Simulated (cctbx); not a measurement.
## Interatomic vectors of InGaFeS4

Space group R3m (no. 160), a = 4.1340 Å, b = 4.1340 Å, c = 29.6410 Å, α = 90.00°, β = 90.00°, γ = 120.00°, content In3 Ga3 Fe3 S12.

Simulated single-crystal data (cctbx): Mo Kα, λ = 0.71073 Å, to d = 0.7 Å, 95 % of the full sphere, strongest reflection 40000 counts, noise from counting, a 1.5 % proportional error and a noise floor of 2 counts (s.d.); no absorption, some extinction.

Patterson synthesis, origin scaled to 1000:

```text
Patterson group R -3 m :H
      u       v       w   height  length (A)
  0.000   0.000   0.000   1000.0     0.00
  0.000   0.000   0.211    553.3     6.27
  0.000   0.000   0.080    258.2     2.37
  0.000   0.000   0.131    252.7     3.89
  0.000   0.000   0.500    244.8    14.82
  0.000   0.000   0.292    227.2     8.66
  0.000   0.000   0.423    216.1    12.53
  0.000   0.000   0.342    118.6    10.14
  0.058   0.529   0.163     -4.6     5.27
  0.054   0.527   0.374     -5.9    11.27
 -0.002   0.170   0.268     -7.0     7.98
  0.061   0.531   0.081     -7.3     3.18
  0.000   0.208   0.344     -8.3    10.25
  0.064   0.532   0.952     -8.8     2.52
```

Q: Assign the vectors.

A peak at u stands for all pairs with xi − xj = u, with weight Σ ZiZj against Σ Z² = 15186 at the origin. Peak heights follow these weights only roughly, since form factors, motion and series ripples differ, all vectors within 0.55 Å of a peak are counted as merged into it though the farther ones add only part of their weight, and F(000) is left out, which lowers the whole map:

| u | v | w | shortest length (Å) | height | 1000 ΣZiZj/ΣZ² | pairs in the cell |
| --- | --- | --- | --- | --- | --- | --- |
| 0.000 | 0.000 | 0.211 | 4.34 | 553 | 552 | 3 × In–Ga, 3 × In–Fe |
| 0.000 | 0.000 | 0.080 | 2.37 | 258 | 360 | 6 × Ga–S, 6 × Fe–S |
| 0.000 | 0.000 | 0.131 | 3.88 | 253 | 310 | 6 × In–S |
| 0.000 | 0.000 | 0.500 | 5.49 | 245 | 360 | 6 × Ga–S, 6 × Fe–S |
| 0.000 | 0.000 | 0.292 | 2.68 | 227 | 310 | 6 × In–S |
| 0.000 | 0.000 | 0.423 | 3.57 | 216 | 311 | 3 × Ga–Fe, 9 × S–S |
| 0.000 | 0.000 | 0.342 | 2.40 | 119 | 180 | 3 × Ga–S, 3 × Fe–S |

The table stops at ten peaks or at a height of 45, below which ripples compete. In the model behind the data In, the heaviest element, has 1 independent site: (0, 0, 0.0009), up to an allowed shift of origin. No listed peak is a In–In vector, so the position follows from the cell content and the cross vectors. The whole model:

| atom | mult. | x | y | z | Ueq (Å²) |
| --- | --- | --- | --- | --- | --- |
| In1 | 3 | 0 | 0 | 0.0009 | 0.0176 |
| Ga1 | 3 | 0 | 0 | 0.2107 | 0.0199 |
| Fe1 | 3 | 2/3 | 1/3 | 0.1201 | 0.0247 |
| S1 | 3 | 0 | 0 | 0.2888 | 0.0314 |
| S2 | 3 | 2/3 | 1/3 | 0.0382 | 0.0227 |
| S3 | 3 | 0 | 0 | 0.1325 | 0.0241 |
| S4 | 3 | 2/3 | 1/3 | 0.2040 | 0.0308 |

The model was made for the exercise: a known structure type with other elements put in, its volume estimated, not relaxed; displacement parameters are assumed.

[Logs are printed without paths, hosts, clocks, repeated set-up lines and the standing remarks that a program may print on its own settings, such as how far it seeks lower states.]
